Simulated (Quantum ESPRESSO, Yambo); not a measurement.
# CdF2 (Fm-3m): G0W0 with Yambo, start to end, part 2 of 3

How does a plane-wave GW calculation on CdF2 (Fm-3m) run from the first input to the gap?

Quantum ESPRESSO 7.5 and Yambo 5.3.0; PBE and many-body steps on it, plane waves. Known limits of the many-body steps: not at the basis limit; d shell near the gap, gap tends to lie low; no spin-orbit coupling; coarse k mesh.

So far. Step 2 (Ground state): The gap is indirect, with the least direct gap 0.48 eV higher. Step 3 (Bands along the symmetry lines): The gap is 3.124 eV, −0.019 eV from the run before at this level.

## Step 4: Empty states on the mesh, 4×4×4 mesh, 205 bands

Level of this step: DFT, PBE, plane waves, norm-conserving pseudopotentials (Quantum ESPRESSO).

The sums over transitions need many empty states on a uniform mesh; this step solves for them.

pw.in reads:

```
&control
  calculation = 'nscf'
  prefix = 'x'
  outdir = 'o'
  pseudo_dir = 'pseudo'
/
&system
  ibrav = 0
  nat = 3
  ntyp = 2
  ecutwfc = 94.0
  nbnd = 205
  force_symmorphic = .true.
/
&electrons
  conv_thr = 1e-9
  electron_maxstep = 80
  diago_full_acc = .true.
  diago_thr_init = 5e-6
/
ATOMIC_SPECIES
  Cd 112.41 Cd.upf
  F 18.998 F.upf
CELL_PARAMETERS angstrom
  0.0000000000 2.6940000000 2.6940000000
  2.6940000000 0.0000000000 2.6940000000
  2.6940000000 2.6940000000 -0.0000000000
ATOMIC_POSITIONS crystal
  Cd 0.0000000000 0.0000000000 0.0000000000
  F 0.2500000000 0.2500000000 0.2500000000
  F 0.7500000000 0.7500000000 0.7500000000
K_POINTS automatic
  4 4 4 0 0 0
```

Run with:

```
$ OMP_NUM_THREADS=1 mpirun -n 4 pw.x -nk 4 -in pw.in > pw.out
```

Log:

```text
[banner, memory and clock lines left out]
Program PWSCF v.7.5 starts

     Atomic positions and unit cell read from directory:
     o/x.save/

     Message from routine setup:
     using ibrav=0 with symmetry is DISCOURAGED, use correct ibrav instead

     G-vector sticks info

     bravais-lattice index     =            0
     lattice parameter (alat)  =       7.1997  a.u.
     unit-cell volume          =     263.8878 (a.u.)^3
     number of atoms/cell      =            3
     number of atomic types    =            2
     number of electrons       =        34.00
     number of Kohn-Sham states=          205
     kinetic-energy cutoff     =      94.0000  Ry
     charge density cutoff     =     376.0000  Ry
     Exchange-correlation= PBE
                           (   1   4   3   4   0   0   0)

     celldm(1)=   7.199651  celldm(2)=   0.000000  celldm(3)=   0.000000
     celldm(4)=   0.000000  celldm(5)=   0.000000  celldm(6)=   0.000000

     crystal axes: (cart. coord. in units of alat)
               a(1) = (   0.000000   0.707107   0.707107 )
               a(2) = (   0.707107   0.000000   0.707107 )
               a(3) = (   0.707107   0.707107  -0.000000 )

     reciprocal axes: (cart. coord. in units 2 pi/alat)
               b(1) = ( -0.707107  0.707107  0.707107 )
               b(2) = (  0.707107 -0.707107  0.707107 )
               b(3) = (  0.707107  0.707107 -0.707107 )
     Pseudo is Norm-conserving + core correction, Zval = 20.0
     Generated using ONCVPSP code by D. R. Hamann
     Using radial grid of 1368 points,  6 beta functions with:
     Pseudo is Norm-conserving + core correction, Zval =  7.0
     Generated using ONCVPSP code by D. R. Hamann
     Using radial grid of  832 points,  5 beta functions with:
     Cd               20.00   112.41000     Cd( 1.00)
     F                 7.00    18.99800     F ( 1.00)

     48 Sym. Ops., with inversion, found

   Cartesian axes

     site n.     atom                  positions (alat units)
         1        Cd     tau(   1) = (   0.0000000   0.0000000   0.0000000  )
         2        F      tau(   2) = (   0.3535534   0.3535534   0.3535534  )
         3        F      tau(   3) = (   1.0606602   1.0606602   1.0606602  )

     number of k points=     8
                       cart. coord. in units 2pi/alat
        k(    1) = (   0.0000000   0.0000000   0.0000000), wk =   0.0312500
        k(    2) = (   0.1767767   0.1767767  -0.1767767), wk =   0.2500000
        k(    3) = (  -0.3535534  -0.3535534   0.3535534), wk =   0.1250000
[...]
k(    7) = (  -0.7071068   0.0000000   0.0000000), wk =   0.0937500
        k(    8) = (  -0.7071068   0.3535534   0.0000000), wk =   0.1875000

     Dense  grid:    32647 G-vectors     FFT dimensions: (  45,  45,  45)

     The potential is recalculated from file :
     o/x.save/charge-density

     Starting wfcs are   18 randomized atomic wfcs +  187 random wfcs

     Band Structure Calculation

     End of band structure calculation

          k = 0.0000 0.0000 0.0000 (  4015 PWs)   bands (ev):

   -91.9103 -53.0066 -53.0066 -53.0066 -14.2018 -13.1009   0.9377   0.9377
     0.9377   2.1379   2.1379   5.5577   5.5577   5.5577   6.0345   6.0345
     6.0345   9.6539  19.2706  19.2706  19.2706  24.2210  26.4704  26.4704
[...]
[... 14 further rows ...]
[...]
169.7429 169.7429 170.2170 170.2170 171.7330

          k = 0.1768 0.1768-0.1768 (  4050 PWs)   bands (ev):

[...]
[... 14 further rows ...]
[...]
163.8857 165.0645 165.0645 168.1396 168.6329

          k =-0.3536-0.3536 0.3536 (  4092 PWs)   bands (ev):

[...]
77.7756  78.0206  79.5497  79.5497  79.7154  79.7154  80.7871  80.7871
     [... 14 further rows ...]
   160.8367 161.9386 161.9386 162.3276 164.9080 164.9080 165.7304 165.7607
   165.7607 166.3660 166.3660 166.8700 166.8700

          k = 0.3536 0.0000 0.0000 (  4064 PWs)   bands (ev):

     [... further k-points ...]

     highest occupied, lowest unoccupied level (ev):     6.5299    9.6539

     XML data file, pseudopotentials, collected wavefunctions
```

It took 30 s on 4 MPI ranks of AMD EPYC 7571, shared host; peak memory 0.52 GiB; 2 min of CPU time.

Numbers from this step:

- gap: 3.124 eV
- k of the valence top: 0.25, -0.5, -0.25
- k of the conduction bottom: 0, 0, 0
- least direct gap: 3.619 eV
- k points computed: 8
- lowest point of the top converged band, above the valence top: 157.8169 eV

On this mesh the gap is 3.124 eV.

## Step 5: Conversion and set-up

This step: Yambo 5.3.0; conversion and set-up on PBE, plane waves, norm-conserving pseudopotentials.

The states are converted to the many-body program's format and the q mesh is built.

Run with:

```
$ (cd o/x.save; p2y > p2y.log; mv SAVE ../..); yambo > setup.log
```

Log:

```text
 Yambo, version 5.3.0

 [02] CORE Variables Setup
 =========================

  [02.01] Unit cells
  ==================

  Cell kind             :  FCC
  Atoms in the cell     :  Cd  F
  number of Cd atoms    :  1
  number of F  atoms    :  2

  List of atomic masses
  Mass of Cd    :  112.4100
  Mass of F     :  18.99800

  List of atomic coordinates    : [cc]
  Cd1       :  0.000000  0.000000  0.000000  order 1
  F1       :  2.545461  2.545461  2.545461  order 2
  F2       :  7.636383  7.636383  7.636383  order 3

  Alat factors          :  5.090922  5.090922  5.090922 [a.u.]
  Direct lattice volume :  263.8878 [a.u.]
  Direct lattice vectors:  A[ 1 ]  A[ 2 ]  A[ 3 ]
   A[ 1 ]:  0.000000  1.000000  1.000000  [iru]
   0.000000  5.090922  5.090922  [cc]
   A[ 2 ]:  1.000000  0.000000  1.000000  [iru]
   5.090922  0.000000  5.090922  [cc]
   A[ 3 ]:  1.000000  1.000000 -0.000000  [iru]
   5.090922  5.090922 -0.000000  [cc]

  Recip. lattice volume :  0.939984 [a.u.]
  Recip. lattice vectors:  B[ 1 ]  B[ 2 ]  B[ 3 ]
   B[ 1 ]: -0.500000  0.500000  0.500000  [iku]
  -0.617097  0.617097  0.617097  [cc]
   B[ 2 ]:  0.500000 -0.500000  0.500000  [iku]
   0.617097 -0.617097  0.617097  [cc]
   B[ 3 ]:  0.500000  0.500000 -0.500000  [iku]
   0.617097  0.617097 -0.617097  [cc]

  [02.02] Symmetries
  ==================

  Inversion symmetry    : yes
  Spatial inversion     : yes
  Inversion index       :  25
  K-space Time-reversal : no
  Magnetic symmetries   : no
  Group table correct   : yes
  Symmetries units      :  [cc]

   [S  1]:   1.0000     -0.75024E-17 -0.75024E-17 -0.75024E-17   1.0000      0.75024E-17  0.75024E-17  0.75024E-17   1.0000
   [S  2]:  -1.0000      0.75024E-17 -0.75024E-17  0.75024E-17  -1.0000      0.75024E-17 -0.75024E-17 -0.75024E-17   1.0000
   [S  3]:  -1.0000     -0.75024E-17  0.75024E-17  0.75024E-17   1.0000     -0.75024E-17 -0.75024E-17  0.75024E-17  -1.0000
[...]
[... 36 further rows ...]
   [S 47]: -0.75024E-17   1.0000      0.75024E-17  0.75024E-17 -0.75024E-17  -1.0000       1.0000      0.75024E-17 -0.75024E-17
   [S 48]: -0.75024E-17  -1.0000     -0.75024E-17  0.75024E-17  0.75024E-17   1.0000       1.0000     -0.75024E-17  0.75024E-17

  [02.03] Reciprocal space
  ========================

  nG shells         :   332
  nG charge         :   32647
  nG WFs            :   4935
  nC WFs            :   4092
  G-vecs. in first 33 shells:  [ Number ]
     1    9   15   27   51   59   65   89  113
    137   169   181   229   259   283   307   331   339
    387   411   459   531   537   561   609   645   701
    725   749   821   869   893   941
  ...
  Shell energy in first 33 shells:  [ mHa ]
    0.00000      571.213      761.617      1523.23      2094.45      2284.85      3046.47      3617.68      3808.09
    4569.70      5140.92      6092.94      6664.15      6854.56      7616.17      8187.39      8377.79      9139.41
[...]
BZ  K-points                                      :   64

  K/Q-points units:
  rlu = crystal or reduced units; cc = cartesian coordinates; iku = interal k-units

  K [1]          [rlu]:  0.000000  0.000000  0.000000
         WF components:   4015
  K [2]          [rlu]:  0.89314E-17 -0.49464E-17  0.25000
         WF components:   4050
  K [3]          [rlu]: -0.17863E-16  0.98927E-17 -0.50000
         WF components:   4092
  K [4]          [rlu]:  0.65886E-17  0.25000      0.25000
         WF components:   4064
  K [5]          [rlu]: -0.14839E-16  0.25000     -0.50000
         WF components:   4069
  [... 2 further k-points ...]
  K [8]          [rlu]:  0.250000 -0.500000 -0.250000
         WF components:   4056

  [02.05] Energies & Occupations
  ==============================

  [X] === General ===
  [X] Electronic Temperature                        :  0.000000  0.000000 [eV K]
  [X] Bosonic    Temperature                        :  0.000000  0.000000 [eV K]
  [X] Finite Temperature mode                       : no
  [X] El. density                                   :  0.86947E+24 [cm-3]
  [X] Fermi Level                                   :  6.529887 [eV]

  [X] === Gaps and Widths ===
  [X] Conduction Band Min                           :  3.123994 [eV]
  [X] Valence Band Max                              :  0.000000 [eV]
  [X] Filled Bands                                  :  17
  [X] Empty Bands                                   :   18  205
  [X] Direct Gap                                    :  3.619366 [eV]
  [X] Direct Gap localized at k                     :  1
  [X] Indirect Gap                                  :  3.123994 [eV]
  [X] Indirect Gap between kpts                     :   8   1
  [X] Last valence band width                       :  0.495373 [eV]
  [X] 1st conduction band width                     :  4.976967 [eV]

  E @ K [1]:  [eV]
  -98.44020 -59.53651 -59.53651 -59.53651 -20.73165 -19.63080  -5.59223  -5.59223
  -5.592235 -4.392008 -4.392008 -0.972220 -0.972220 -0.972220 -0.495373 -0.495373
   -0.49537   3.12399  12.74068  12.74068  12.74068  17.69108  19.94050  19.94050
[...]
occ @ K [1]
[...]
E @ K [2]:  [eV]
[...]
occ @ K [2]
[...]
E @ K [3]:  [eV]
[...]
occ @ K [3]
[...]
E @ K [4]:  [eV]
[...]
occ @ K [4]
[...]
E @ K [5]:  [eV]
[...]
occ @ K [5]
[...]
[... 2 further k-points ...]
  E @ K [8]:  [eV]
[...]
occ @ K [8]
[...]
0.000000  0.000000  0.000000  0.000000  0.000000  0.000000  0.000000  0.000000
   0.000000  0.000000  0.000000  0.000000  0.000000  0.000000  0.000000  0.000000

 [03] Transferred momenta grid and indexing
 ==========================================

 IBZ Q-points                                      :   8
 BZ  Q-points                                      :   64

 K/Q-points units:
 rlu = crystal or reduced units; cc = cartesian coordinates; iku = interal k-units

 Q [1]          [rlu]:  0.000000  0.000000  0.000000
 Q [2]          [rlu]:  0.14198E-16 -0.27435E-16  0.25000
 Q [3]          [rlu]: -0.28396E-16  0.54870E-16 -0.50000
[...]
Q [7]          [rlu]: -0.13177E-16 -0.50000     -0.50000
 Q [8]          [rlu]:  0.250000 -0.500000 -0.250000

  [03.01] X indexes
  =================

   [03.01.01] Sigma indexes
   ========================

 [06] Game Over & Game summary
```

Elapsed: 4.9 s, on 1 MPI rank; peak memory 0.25 GiB.

[end of part 2 of 3]

[Paths, hosts, dates, memory and timing lines, banners, echoed tables and standing remarks are left out of the program output.]

[Logs are printed without paths, hosts, clocks, repeated set-up lines and the standing remarks that a program may print on its own settings, such as how far it seeks lower states.]

[Runs of the session that timed out or met a known fault of the program may be left out.]

[Hosts, paths, dates, database ids (printed as entryN), source tags and the programs' standing remarks are cut or masked in the printed files.]
